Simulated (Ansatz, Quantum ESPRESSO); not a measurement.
# ZrPbSe3 (Pm-3m): zone-centre phonons

Aim: the zone-centre modes of ZrPbSe3 (Pm-3m).

Calculated with Quantum ESPRESSO 8.0 development, patched; DFT LDA, scalar-relativistic, plane waves, PseudoDojo norm-conserving pseudopotentials.

Report form: the programs' logs are mostly left out.

The structure was built from a prototype and need not be the compound's stable phase.

## (1) The structure

It takes space group Pm-3m (No. 221, cubic). The conventional cell has a = 5.238 Å, b = 5.238 Å, c = 5.238 Å, α = 90.00°, β = 90.00°, γ = 90.00°. Nearest to Pb lie 12 Se at 3.70 Å. Nearest to Zr lie 6 Se at 2.62 Å. Nearest to Se lie 2 Zr at 2.62 Å. Farther neighbours and most contacts between anions are not listed.

Coordinates:

```cif
data_structure
_symmetry_space_group_name_H-M 'Pm-3m'
_symmetry_Int_Tables_number 221
_cell_length_a 5.2380
_cell_length_b 5.2380
_cell_length_c 5.2380
_cell_angle_alpha 90.000
_cell_angle_beta 90.000
_cell_angle_gamma 90.000
_cell_volume 143.71
loop_
_atom_site_label
_atom_site_type_symbol
_atom_site_symmetry_multiplicity
_atom_site_Wyckoff_symbol
_atom_site_fract_x
_atom_site_fract_y
_atom_site_fract_z
_atom_site_occupancy
Pb1 Pb 1 a 0.00000 0.00000 0.00000 1
Zr1 Zr 1 b 0.50000 0.50000 0.50000 1
Se1 Se 3 c 0.50000 0.50000 0.00000 1
```

## (2) A probe with smearing

Before anything dear is run, a loose run with smearing shows whether this is a metal and how far the cell is from rest.

Contents of probe.in:

```
&CONTROL
  calculation = 'scf'
  prefix      = 'x'
  outdir      = './tmp'
  pseudo_dir  = './pseudo'
  tprnfor     = .true.
  tstress     = .true.
  verbosity   = 'high'
/
&SYSTEM
  ibrav       = 0
  nat         = 5
  ntyp        = 3
  ecutwfc     = 86.0
  occupations = 'smearing'
  smearing    = 'gaussian'
  degauss     = 0.01
/
&ELECTRONS
  conv_thr         = 1.0d-07
  mixing_beta      = 0.7
  electron_maxstep = 100
/
ATOMIC_SPECIES
 Pb    207.2000  Pb.upf
 Zr     91.2240  Zr.upf
 Se     78.9710  Se.upf
CELL_PARAMETERS angstrom
     5.238000000    0.000000000    0.000000000
     0.000000000    5.238000000    0.000000000
     0.000000000    0.000000000    5.238000000
ATOMIC_POSITIONS crystal
 Pb     0.000000000   0.000000000   0.000000000
 Zr     0.500000000   0.500000000   0.500000000
 Se     0.500000000   0.500000000   0.000000000
 Se     0.500000000   0.000000000   0.500000000
 Se     0.000000000   0.500000000   0.500000000
K_POINTS automatic
 4 4 4 0 0 0
```

Run with:

```
OMP_NUM_THREADS=1 mpirun -n 4 pw.x -nk 4 -in probe.in > probe.out
```

The job ended after 28 s (4 MPI ranks of Arm Neoverse V1, shared host; 1.8 min of CPU time).

This step gave:

| Quantity | Value |
| --- | --- |
| volume per atom | 28.74 Å³ |
| pressure | -4.33 GPa |
| gap on the k-mesh | 0.07970 eV |

A gap of 0.080 eV on this mesh is too small to trust, so smearing is kept; the start stands at -4.3 GPa.

## (3) Relaxing the cell and atoms

The relaxation runs at a cutoff a fifth above that of the response, since stress converges more slowly with the basis than frequencies do. Forces and stress are brought to rest with tight thresholds.

Contents of relax.in:

```
&CONTROL
  calculation   = 'vc-relax'
  prefix        = 'x'
  outdir        = './tmp'
  pseudo_dir    = './pseudo'
  tprnfor       = .true.
  tstress       = .true.
  forc_conv_thr = 2.0d-05
  etot_conv_thr = 1.0d-07
  nstep         = 40
/
&SYSTEM
  ibrav       = 0
  nat         = 5
  ntyp        = 3
  ecutwfc     = 103
  occupations = 'smearing'
  smearing    = 'gaussian'
  degauss     = 0.002
/
&ELECTRONS
  conv_thr         = 1.0d-11
  mixing_beta      = 0.7
  electron_maxstep = 100
/
&IONS
/
&CELL
  press_conv_thr = 0.2
/
ATOMIC_SPECIES
 Pb    207.2000  Pb.upf
 Zr     91.2240  Zr.upf
 Se     78.9710  Se.upf
CELL_PARAMETERS angstrom
     5.238000000    0.000000000    0.000000000
     0.000000000    5.238000000    0.000000000
     0.000000000    0.000000000    5.238000000
ATOMIC_POSITIONS crystal
 Pb     0.000000000   0.000000000   0.000000000
 Zr     0.500000000   0.500000000   0.500000000
 Se     0.500000000   0.500000000   0.000000000
 Se     0.500000000   0.000000000   0.500000000
 Se     0.000000000   0.500000000   0.500000000
K_POINTS automatic
 6 6 6 0 0 0
```

Run with:

```
OMP_NUM_THREADS=1 mpirun -n 4 pw.x -nk 4 -in relax.in > relax.out
```

The job ended after 7.1 min (4 MPI ranks; 28 min of CPU time).

Step by step:

```csv
step,energy less that of the first step (eV),largest force (eV/Å),pressure (GPa),volume (Å³)
1,0.0000,0.0000,-4.30,143.71
2,-0.0723,0.0000,-3.07,140.58
3,-0.1317,0.0000,-0.99,135.97
4,-0.1378,0.0000,0.07,133.88
5,-0.1378,0.0000,0.00,134.02
6,-0.1378,0.0000,0.00,134.02
7,-0.1374,0.0000,0.00,134.02
```

```csv
"conventional cell, symmetrised",before,after,change
a (Å),5.238,5.117,-2.3 %
b (Å),5.238,5.117,-2.3 %
c (Å),5.238,5.117,-2.3 %
volume (Å³/atom),28.74,26.80,-6.7 %
```

The last row of the table of steps is pw.x's closing run on a basis chosen anew for the final cell, so its energy can jump.

This step gave:

| Property | Result |
| --- | --- |
| volume per atom | 26.80 Å³ |
| pressure | 0 GPa |
| gap on the k-mesh | 0 eV |

The volume changes by -6.7 % from the cell with which this run began.

## (4) Self-consistent run for the response

The response is built on this ground state, so it is converged far tighter than an energy would need. Smearing stays on, as the first look found no gap above 0.3 eV.

Contents of scf.in:

```
&CONTROL
  calculation = 'scf'
  prefix      = 'x'
  outdir      = './tmp'
  pseudo_dir  = './pseudo'
  tprnfor     = .true.
  tstress     = .true.
/
&SYSTEM
  ibrav       = 0
  nat         = 5
  ntyp        = 3
  ecutwfc     = 86.0
  occupations = 'smearing'
  smearing    = 'gaussian'
  degauss     = 0.002
/
&ELECTRONS
  conv_thr         = 1.0d-12
  mixing_beta      = 0.7
  electron_maxstep = 100
/
ATOMIC_SPECIES
 Pb    207.2000  Pb.upf
 Zr     91.2240  Zr.upf
 Se     78.9710  Se.upf
CELL_PARAMETERS angstrom
     5.117482432    0.000000000    0.000000000
     0.000000000    5.117482432    0.000000000
     0.000000000    0.000000000    5.117482432
ATOMIC_POSITIONS crystal
 Pb     0.000000000   0.000000000   0.000000000
 Zr     0.500000000   0.500000000   0.500000000
 Se     0.500000000   0.500000000   0.000000000
 Se     0.500000000   0.000000000   0.500000000
 Se     0.000000000   0.500000000   0.500000000
K_POINTS automatic
 6 6 6 0 0 0
```

Run with:

```
OMP_NUM_THREADS=1 mpirun -n 4 pw.x -nk 4 -in scf.in > scf.out
```

Elapsed: 59 s, on 4 MPI ranks; 3.9 min of CPU time.

Numbers from this step:

| Quantity | Value |
| --- | --- |
| pressure | -0.002 GPa |

The cell stands at -0.002 GPa, close enough for phonons.

## (5) Linear response at Γ

At q = 0 one unit cell holds all displacements; symmetry groups them into irreducible representations that are solved one by one. With smeared occupations no response to a homogeneous field can be asked.

Contents of ph.in:

```
phonons
&INPUTPH
  prefix       = 'x'
  outdir       = './tmp'
  fildyn       = 'g.dyn'
  tr2_ph       = 1.0d-18
  alpha_mix(1) = 0.4
  nmix_ph      = 8
/
0.000000000000 0.000000000000 0.000000000000
```

Run with:

```
OMP_NUM_THREADS=1 mpirun -n 4 ph.x -nk 4 -in ph.in > ph.out
```

The job ended after 53 min (4 MPI ranks; 3.5 h of CPU time).

Numbers from this step:

```yaml
largest_acoustic_frequency_at_the_zone_centre_before_the_sum_rule: 1.27 cm⁻¹
highest_optical_zone_centre_mode_no_lo_to_term: 252.8 cm⁻¹
lowest_optical_zone_centre_mode: -96.03 cm⁻¹
```

The acoustic modes at Γ come out as far as 1.3 cm⁻¹ from zero, where they should vanish, a small numerical error. The lowest optical mode is imaginary, 96i cm⁻¹, an instability at this level and on this k mesh.

## (6) Modes with the sum rule

A rigid shift of the crystal must cost nothing, but grids and finite bases break this; the acoustic sum rule is imposed before the matrix is diagonalised again.

Contents of dynmat.in:

```
&INPUT
  fildyn = 'g.dyn'
  asr    = 'simple'
  fileig = 'dynmat.eig'
/
```

Run with:

```
dynmat.x -in dynmat.in > dynmat.out
```

Run time: 0.45 s. Hardware: 1 thread.

Numbers from this step:

```
lowest optical zone-centre mode : -96.05 cm⁻¹
```

Unit eigenvectors of the mass-weighted matrix after the sum rule; no LO-TO term. The modes at Γ (shares of kinetic energy by element, %) (negative means imaginary):

```csv
mode,frequency (cm⁻¹),Pb %,Zr %,Se %
1,-96.0,26,10,64
2,-96.0,26,10,64
3,-96.0,26,10,64
4,-88.4,0,0,100
5,-88.4,0,0,100
6,-88.4,0,0,100
7,-61.2,36,50,14
8,-61.2,36,50,14
9,-61.2,36,50,14
10,0.0,39,17,44
11,0.0,39,17,44
12,0.0,39,17,44
13,252.8,0,22,78
14,252.8,0,22,78
15,252.8,0,22,78
```

Displacements in mode 1 (-96.0 cm⁻¹), the largest set to 1:
```
Pb1  0.00 -0.02 -0.55
Zr2  0.00 -0.02 -0.53
Se3  0.00  0.03  0.06
Se4  0.00  0.00  1.00
Se5  0.00  0.03  1.00
```

Displacements in mode 15 (252.8 cm⁻¹), the largest set to 1:
```
Pb1  0.00  0.00 -0.01
Zr2  0.00  0.00 -0.52
Se3  0.00  0.00  1.00
Se4  0.00  0.00 -0.19
Se5  0.00  0.00 -0.19
```

The rule moves no optical mode by more than 0.1 cm⁻¹.

## (7) Sum rules set otherwise: a sum rule for molecules or wires on a crystal

This rule also removes rotations, which suits wires and not a crystal; it is tried to see the harm.

Contents of dynmat.in:

```
&INPUT
  fildyn = 'g.dyn'
  asr    = 'one-dim'
  fileig = 'dynmat.eig'
/
```

Run with:

```
dynmat.x -in dynmat.in > dynmat.out
```

The job ended after 0.45 s (1 thread).

The run ended normally, but on settings that are not sound.

The fault: a sum rule for molecules or wires on a crystal; 1 optical mode is projected out to zero frequency, as if it were a rotation.

For a crystal the rule has to be 'simple' or 'crystal'.

Zone-centre frequencies as printed; negative means imaginary. Modes:

```csv
mode,frequency (cm⁻¹)
1,-98.88
2,-96.04
3,-96.04
4,-88.33
5,-88.33
6,-76.67
7,-61.25
8,-61.25
9,0
10,0
11,0
12,0
13,247.4
14,252.8
15,252.8
```

## (8) Sum rules set otherwise (asr crystal)

The rule can be imposed in more than one way; the choices should agree where the raw error is small.

Contents of dynmat.in:

```
&INPUT
  fildyn = 'g.dyn'
  asr    = 'crystal'
  fileig = 'dynmat.eig'
/
```

Run with:

```
dynmat.x -in dynmat.in > dynmat.out
```

Elapsed: 0.45 s, on 1 thread.

Read from the output:

```yaml
lowest_optical_zone_centre_mode: -96.04 cm⁻¹
```

Zone-centre frequencies as printed; negative means imaginary. Modes:

```csv
mode,frequency (cm⁻¹)
1,-96.04
2,-96.04
3,-96.04
4,-88.33
5,-88.33
6,-88.33
7,-61.25
8,-61.25
9,-61.25
10,0
11,0
12,0
13,252.8
14,252.8
15,252.8
```

Against the first rule no mode moves by more than 0.1 cm⁻¹.

## (9) A second program

The same cell goes through another code at the same cutoff. The files are of one family, but Ansatz's library holds files of its own making for some heavy elements, so those for Pb may differ. Its k mesh is centred on Γ.

This step: DFT LDA, scalar-relativistic, plane waves, norm-conserving pseudopotentials of its library (PseudoDojo's, some remade) (Ansatz 0.2.0).

Contents of input.yaml:

```yaml
crystal:
  lattice:
    - [5.117482432, 0.0, 0.0]
    - [0.0, 5.117482432, 0.0]
    - [0.0, 0.0, 5.117482432]
  atoms:
    - { symbol: Pb, position: [0.0, 0.0, 0.0] }
    - { symbol: Zr, position: [0.5, 0.5, 0.5] }
    - { symbol: Se, position: [0.5, 0.5, 0.0] }
    - { symbol: Se, position: [0.5, 0.0, 0.5] }
    - { symbol: Se, position: [0.0, 0.5, 0.5] }
kpoints:
  mp_grid: { grid: [6, 6, 6] }
hamiltonian:
  xc: lda
  pseudopotentials: { kind: nc, accuracy: standard }
scf:
  occupations: { method: gaussian, width: 0.02721 }
output:
  eigenvalues: true
basis:
  ecutwfc: 1170.09
phonons:
  method: dfpt
```

Run with:

```
ansatz run input.yaml --threads 4 --pin off --max-ram 16384MiB --backend cpu --events-out ev --progress --plain --runs-dir out
```

Elapsed: 3.2 min, on 4 threads; peak memory 4.2 GiB; 12 min of CPU time.

Numbers from this step:

```
sum-rule residual before enforcement : 2.42e-4 eV/Å²
lowest optical zone-centre mode      : -96.15 cm⁻¹
```

## (10) Side by side: QE PseudoDojo and Ansatz, library NC

Numbers from this step:

```yaml
root_mean_square_difference: 0.08 cm⁻¹
largest_difference: 0.1 cm⁻¹
```

The 12 of 12 modes that differ most. Frequencies side by side:

```csv
q (reciprocal lattice),mode,QE PseudoDojo (cm⁻¹),"Ansatz, library NC (cm⁻¹)"
0 0 0,1,-96.05,-96.15
0 0 0,2,-96.05,-96.15
0 0 0,3,-96.05,-96.15
0 0 0,4,-88.36,-88.45
0 0 0,5,-88.36,-88.45
0 0 0,6,-88.36,-88.45
0 0 0,7,-61.25,-61.31
0 0 0,8,-61.25,-61.31
0 0 0,9,-61.25,-61.31
0 0 0,13,252.8,252.8
0 0 0,14,252.8,252.8
0 0 0,15,252.8,252.8
```

At the zone centre the largest difference (acoustic modes at Γ apart) is 0.04 % of the highest mode.

## (11) Summary of results

```json
{"space group after relaxation": "Pm-3m", "volume per atom": "26.8 Å³", "highest optical zone-centre mode (no LO-TO term)": "252.8 cm⁻¹", "lowest optical zone-centre mode": "-96.0 cm⁻¹", "imaginary optical modes at the zone centre (no q mesh in this session)": "yes", "largest difference from Ansatz, library NC": "0.1 cm⁻¹"}
```

In words: At the LDA level the optical modes of ZrPbSe3 (Pm-3m) at the zone centre run from 96i to 253 cm⁻¹, so the structure is a saddle point, with 9 modes beyond 10i cm⁻¹ there. Of the 12 optical modes, 9 are infrared active alone and 3 are silent. QE PseudoDojo and Ansatz, library NC agree to 0.10 cm⁻¹ (0.04 % of the highest mode compared) on all solved modes but the acoustic ones at Γ, without the LO-TO term. These are harmonic frequencies at zero temperature: anharmonic shifts and linewidths and thermal expansion are left out. Spin-orbit coupling is left out, which can matter for the heavy elements here. In a metal the frequencies hang on the k mesh and the smearing, most of all near Kohn anomalies. The build is a development version in which the Raman tensors of release 7.5 are mended; dynmat.x leaves out the electro-optic term of LO lines. The gap is closed at this level, which can be the usual underestimate of semilocal functionals and leaves polar modes without their LO-TO splitting; the narrow smearing kept for a small-gap crystal asks for a denser k mesh than was used. The structure is a hypothetical one, built on a prototype.

[Host names and launcher messages were left out of these logs when they were recorded.]

[Logs are printed without paths, hosts, clocks, repeated set-up lines and the standing remarks that a program may print on its own settings, such as how far it seeks lower states.]

[Hosts, paths, dates, database ids (printed as entryN), source tags and the programs' standing remarks are cut or masked in the printed files.]
